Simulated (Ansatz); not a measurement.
# Se on Ru(0001): change of the work function, part 3 of 3

Wanted: Δφ(θ) for Se/Ru(0001), starting from the fcc site.

Ansatz 0.2.0; plane-wave DFT, PBE, Ansatz PAW.

So far, work function, upper face (eV): step 2 (the clean slab) 5.05; step 3 (17 atoms, coverage 0.25 ML, cell 2x2) 4.91.

**4. The covered slab, k-mesh 12×12×1, coverage 1 ML**

System of this step: Se/Ru(0001). The cell holds 5 atoms: 4 Ru and 1 Se. Its edges and angles: a = 2.700 Å, b = 2.700 Å, c = 26.634 Å, α = 90.0°, β = 90.0°, γ = 60.0°. Vacuum lies along c.

Another coverage, to see how the dipoles act on each other as their distance changes.

The input, input.yaml:

```yaml
crystal:
  lattice:
    - [2.7, 0.0, 0.0]
    - [1.35, 2.3382685902, 0.0]
    - [0.0, 0.0, 26.634417116]
  atoms:
    - { symbol: Ru, position: [0.6666666667, 0.6666666667, 0.3379086526] }
    - { symbol: Ru, position: [0.0, 0.0, 0.4181957485] }
    - { symbol: Ru, position: [0.6666666667, 0.6666666667, 0.4992108028] }
    - { symbol: Ru, position: [0.0, 0.0, 0.5774974233] }
    - { symbol: Se, position: [0.3333333333, 0.3333333333, 0.6620913474] }
kpoints:
  mp_grid: { grid: [12, 12, 1] }
hamiltonian:
  xc: pbe
scf:
  occupations: { method: fermi_dirac, width: 0.1 }
  convergence: { dr2_threshold: 1.0e-08 }
efield:
  axis: 3
  dipole_correction: true
  ramp_position: 0.97
  ramp_width: 0.06
relax:
  f_tol: 0.02
  max_steps: 60
  constraints: [{ sites: [0, 1] }]
output:
  write_potential: true
  write_density: true
  volumetric_format: npy
```

The run is started by

```sh
$ ansatz run input.yaml --threads 4 --pin off --max-ram 6144MiB --backend cpu --events-out ev --progress --plain --runs-dir out
```

Numbers of over 12 decimals in the logs are rounded to 6 here.

The log of the run:

```text
[...]
Crystal: 5 atoms, lattice volume = 168.152 Å³
Basis set: ecut = 420 eV, 3335 PW (Γ), exchange–correlation on 40×40×360 points (8 copies of the dense FFT grid, shifted against one another)
Bands: 48, of which v1, the nominal top of the filled ones, is band 40 counted from 1 (39 counted from 0)
Symmetry: 6 space group operations
[...]
k-points: 19 of 144 (time reversal used)
[...]
SCF iter   1: F=—  HF=-28982.315507 eV  |F-HF|=—  |Δ(HF+E_count)|=         —  Δρ=2.62e-2  dr2=2.73e1  ethr=1.77e-3  p=0.075 e·Å  D=8.02e-2 V/Å  ΔV_dip=-2.14 eV  dr2_dipole=1.14e1  V_vac-E_F(+/−)=2.89/5.03 eV  ⟨swp⟩=8.6  Hψ=3990  notcnv=0
[...]
SCF iter  10: F=-28981.956658 eV  HF=-28981.956658 eV  |F-HF|=3.53e-8  |Δ(HF+E_count)|=   1.11e-7  Δρ=8.24e-7  dr2=1.08e-9  ethr=1.25e-11  p=0.042 e·Å  D=4.51e-2 V/Å  ΔV_dip=-1.20 eV  dr2_dipole=4.03e-11  V_vac-E_F(+/−)=3.82/5.02 eV  ⟨swp⟩=10.5  Hψ=6571  notcnv=0
SCF 1 converged in 10 iterations: F = -28981.956658 eV  dr2 = 1.08e-9
[...]
relax step   1: F+E_penalty+E_count = -28981.95665783 eV  Δ(F+E_penalty+E_count) = +0.000e0 eV  max|allowed force component| = 7.373e-1 eV/Å  Δτ_max = 0.0000 Å  (10 SCF iters, accepted)
[...]
SCF iter   8: F=-28982.002397 eV  HF=-28982.002397 eV  |F-HF|=8.59e-10  |Δ(HF+E_count)|=   1.51e-7  Δρ=1.43e-6  dr2=9.53e-9  ethr=3.44e-12  p=0.044 e·Å  D=4.76e-2 V/Å  ΔV_dip=-1.27 eV  dr2_dipole=3.28e-9  V_vac-E_F(+/−)=3.77/5.03 eV  ⟨swp⟩=8.1  Hψ=7162  notcnv=0
SCF 2 converged in 8 iterations: F = -28982.002397 eV  dr2 = 9.53e-9
relax step   2: F+E_penalty+E_count = -28982.00239722 eV  Δ(F+E_penalty+E_count) = -4.574e-2 eV  max|allowed force component| = 3.276e-1 eV/Å  Δτ_max = 0.0626 Å  (8 SCF iters, accepted)
SCF iter   1: F=—  HF=-28982.014238 eV  |F-HF|=—  |Δ(HF+E_count)|=         —  Δρ=2.80e-3  dr2=3.81e-2  ethr=1.97e-3  p=0.044 e·Å  D=4.76e-2 V/Å  ΔV_dip=-1.27 eV  dr2_dipole=1.36e-2  V_vac-E_F(+/−)=3.77/5.04 eV  ⟨swp⟩=3.8  Hψ=1948  notcnv=0
[...]
SCF iter  10: F=-28982.009621 eV  HF=-28982.009621 eV  |F-HF|=1.00e-9  |Δ(HF+E_count)|=   1.33e-9  Δρ=3.82e-7  dr2=5.71e-10  ethr=1.25e-11  p=0.046 e·Å  D=4.98e-2 V/Å  ΔV_dip=-1.33 eV  dr2_dipole=3.40e-13  V_vac-E_F(+/−)=3.73/5.06 eV  ⟨swp⟩=8.7  Hψ=6411  notcnv=0
SCF 3 converged in 10 iterations: F = -28982.009621 eV  dr2 = 5.71e-10
relax step   3: F+E_penalty+E_count = -28982.00962081 eV  Δ(F+E_penalty+E_count) = -7.224e-3 eV  max|allowed force component| = 1.192e-1 eV/Å  Δτ_max = 0.0853 Å  (10 SCF iters, accepted)
[...]
relax step   4: F+E_penalty+E_count = -28982.01244045 eV  Δ(F+E_penalty+E_count) = -2.820e-3 eV  max|allowed force component| = 2.220e-2 eV/Å  Δτ_max = 0.0414 Å  (7 SCF iters, accepted)
SCF iter   1: F=—  HF=-28982.012455 eV  |F-HF|=—  |Δ(HF+E_count)|=         —  Δρ=8.22e-5  dr2=4.45e-5  ethr=3.00e-7  p=0.046 e·Å  D=4.93e-2 V/Å  ΔV_dip=-1.31 eV  dr2_dipole=9.05e-6  V_vac-E_F(+/−)=3.74/5.05 eV  ⟨swp⟩=2.2  Hψ=1645  notcnv=0
[...]
SCF iter   5: F=-28982.012464 eV  HF=-28982.012464 eV  |F-HF|=1.13e-8  |Δ(HF+E_count)|=   3.45e-8  Δρ=8.97e-7  dr2=3.00e-9  ethr=1.25e-11  p=0.046 e·Å  D=4.93e-2 V/Å  ΔV_dip=-1.31 eV  dr2_dipole=3.95e-10  V_vac-E_F(+/−)=3.74/5.05 eV  ⟨swp⟩=10.8  Hψ=6999  notcnv=0
SCF 5 converged in 5 iterations: F = -28982.012464 eV  dr2 = 3.00e-9
relax step   5: F+E_penalty+E_count = -28982.01246446 eV  Δ(F+E_penalty+E_count) = -2.401e-5 eV  max|allowed force component| = 1.090e-3 eV/Å  Δτ_max = 0.0019 Å  (5 SCF iters, accepted)
[...]
SCF converged after 5 iterations
Free energy (F): -28982.012464 eV
[...]
Internal energy: -28981.858796 eV  (E = F + TS)
E sigma→0 (E₀):  -28981.935630 eV
Entropy (-TS):   -0.153668 eV (-30.734 meV/atom)
Fermi energy:    6.609025 eV
Dipole field:    D = 0.049251 V/Å  (p = 0.045767 e·Å, saw-weighted, corrected)
Work function:   Φ+ = 3.7406 eV   Φ− = 5.0523 eV
[...]
--- Forces (eV/Å), atoms counted from 1 ---
  atom   1  Ru     0.00000000     0.00000000     0.59014353
  atom   2  Ru    -0.00000000     0.00000000    -0.58921693
  atom   3  Ru     0.00000000    -0.00000000    -0.00109035
  atom   4  Ru     0.00000000     0.00000000    -0.00030075
  atom   5  Se     0.00000000     0.00000000     0.00046307
  max |Σ_I F_I| component: 1.44e-6 eV/Å
--- Band table (eV; the first three rows and the last of 19) ---
  k-point 0: bands = [... 36 lower, 4.6415, 5.3192, 5.7135, 5.7135, 6.5296, 6.5296, 7.2906, 7.2906, ... 4 higher]
  k-point 1: bands = [... 36 lower, 4.8013, 5.0454, 5.5744, 5.6197, 6.2661, 6.4597, 6.6716, 7.2820, ... 4 higher]
  k-point 2: bands = [... 36 lower, 4.9408, 5.1051, 5.2114, 5.6622, 5.8116, 6.3512, 6.7257, 7.2409, ... 4 higher]
  k-point 18: bands = [... 36 lower, 4.6327, 5.3767, 5.6923, 6.9034, 7.1579, 7.2302, 7.6761, 7.7448, ... 4 higher]
--- Relaxed structure (5 steps of the walk, 5 accepted, 0 SCFs on fresh bases) ---
  F+E_penalty+E_count = -28982.01246446 eV   max|allowed force component| = 1.090e-3 eV/Å
  atoms:
    - { symbol: Ru, position: [0.666667, 0.666667, 0.337909] }
    - { symbol: Ru, position: [-1.850371707762447e-17, -1.850371707762447e-17, 0.418196] }
    - { symbol: Ru, position: [0.666667, 0.666667, 0.498811] }
    - { symbol: Ru, position: [-1.563951247155632e-17, -1.8503717077624468e-17, 0.580113] }
    - { symbol: Se, position: [0.333333, 0.333333, 0.658023] }
```

Elapsed: 17 s, on 4 threads of Arm Neoverse V2, shared host; peak memory 0.52 GiB; 64 s of CPU time.

Step by step:

```tsv
step	energy less that of the first step (eV)	largest force component (eV/Å)
1	0.0000	0.7373
2	-0.0457	0.3276
3	-0.0530	0.1192
4	-0.0558	0.0222
5	-0.0558	0.0011
```

Forces are held to the 6 operations that the run works with; a distortion that breaks them can't arise in this run.

The atoms that moved most (Å):

```tsv
atom	dx	dy	dz	length
Se5	0.000	0.000	-0.108	0.108
Ru4	0.000	0.000	0.070	0.070
Ru3	0.000	0.000	-0.011	0.011
```

The relaxed structure:

```xyz
5
Lattice="2.7000 0.0000 0.0000 1.3500 2.3383 0.0000 0.0000 0.0000 26.6344" Properties=species:S:1:pos:R:3
Ru    2.7000    1.5588    9.0000
Ru    0.0000    0.0000   11.1384
Ru    2.7000    1.5588   13.2855
Ru    0.0000    0.0000   15.4510
Se    1.3500    0.7794   17.5260
```

Numbers from this step:

```
energy at zero smearing        : -28981.9356 eV
work function, upper face      : 3.741 eV
work function, lower face      : 5.052 eV
dipole along the normal        : 0.04577 e·Å
step between the vacuum levels : -1.312 eV
```

Running mean over 2.138 Å of the planar mean; the ramp of the sawtooth is left out. Table of electron's electrostatic potential energy less the Fermi level by z:

```tsv
z (Å)	electron's electrostatic potential energy less the Fermi level (eV)
3.5	5.05
4.0	5.05
4.5	5.05
5.0	5.05
5.5	5.03
6.0	4.96
6.5	4.74
7.0	3.92
7.5	0.718
8.0	-6.28
8.5	-12.3
9.0	-14.3
9.5	-14.5
10.0	-14.7
10.5	-14.8
11.0	-14.9
11.5	-14.8
12.0	-14.8
12.5	-14.7
13.0	-14.8
13.5	-14.7
14.0	-14.5
14.5	-14.4
15.0	-14.7
15.5	-15.0
16.0	-15.0
16.5	-11.9
17.0	-8.41
17.5	-7.28
18.0	-5.60
18.5	-2.55
19.0	0.642
19.5	2.93
20.0	3.57
20.5	3.70
21.0	3.73
21.5	3.74
22.0	3.74
22.5	3.74
23.0	3.74
23.5	3.74
```

The relaxation took 5 steps and lowered the energy by 0.056 eV; the largest force on the free atoms ends at 0.0011 eV/Å.

The covered face has 3.74 eV, -1.31 eV against the clean one; the bare back face has moved by -0.02 eV, a measure of how thin the slab is.

**5. Work function against coverage**

This step: plane-wave DFT, PBE, Ansatz PAW; work function against coverage (Ansatz 0.2.0).

The runs are now put side by side.

Numbers from this step:

```
work function of the clean face     : 5.046 eV
largest change of the work function : -1.305 eV
```

Work function of the covered face against coverage:

```tsv
coverage (adsorbates/nm²)	work function of the covered face (eV)
0.00	5.05
3.96	4.91
15.84	3.74
```

The dipole per adsorbate comes from the change of the cell's dipole. Coverage, by row:

```tsv
coverage (1/nm²)	coverage (ML)	work function (eV)	change (eV)	dipole per adsorbate, positive end outwards (debye)	mean height of the added atoms over the highest substrate atom (Å)
3.96	0.25	4.914	-0.1314	0.074	1.93
15.84	1	3.741	-1.305	0.215	2.075
```

**6. Summary of results**

```yaml
work_function_of_the_clean_face: 5.05 eV
work_function_at_0p25_ml: 4.91 eV
work_function_at_1_ml: 3.74 eV
dipole_per_adsorbate_at_0p25_ml_positive_end_outwards: 0.07 D
```

**Reading.** At the lowest coverage Se changes the work function of Ru(0001) by under 0.15 eV, within the error of so thin a slab; the largest change, -1.31 eV, comes at higher coverage. At the highest coverage the adsorbates are pressed to about 2.7 Å, closer than unbonded atoms of this kind usually come, so a real layer may not reach it. The slab has 4 layers, at the tabulated experimental lattice constant, one starting site was run, and quantum-size effects of a slab this thin can reach one or two tenths of an eV.

[Logs are printed without paths, hosts, clocks, repeated set-up lines and the standing remarks that a program may print on its own settings, such as how far it seeks lower states.]

[Hosts, paths, dates, database ids (printed as entryN), source tags and the programs' standing remarks are cut or masked in the printed files.]

[Maps of the electrostatic potential energy from Ansatz leave out the sawtooth potential of an applied field or a dipole correction, so their vacuum need not be flat; planar profiles and work functions include it.]
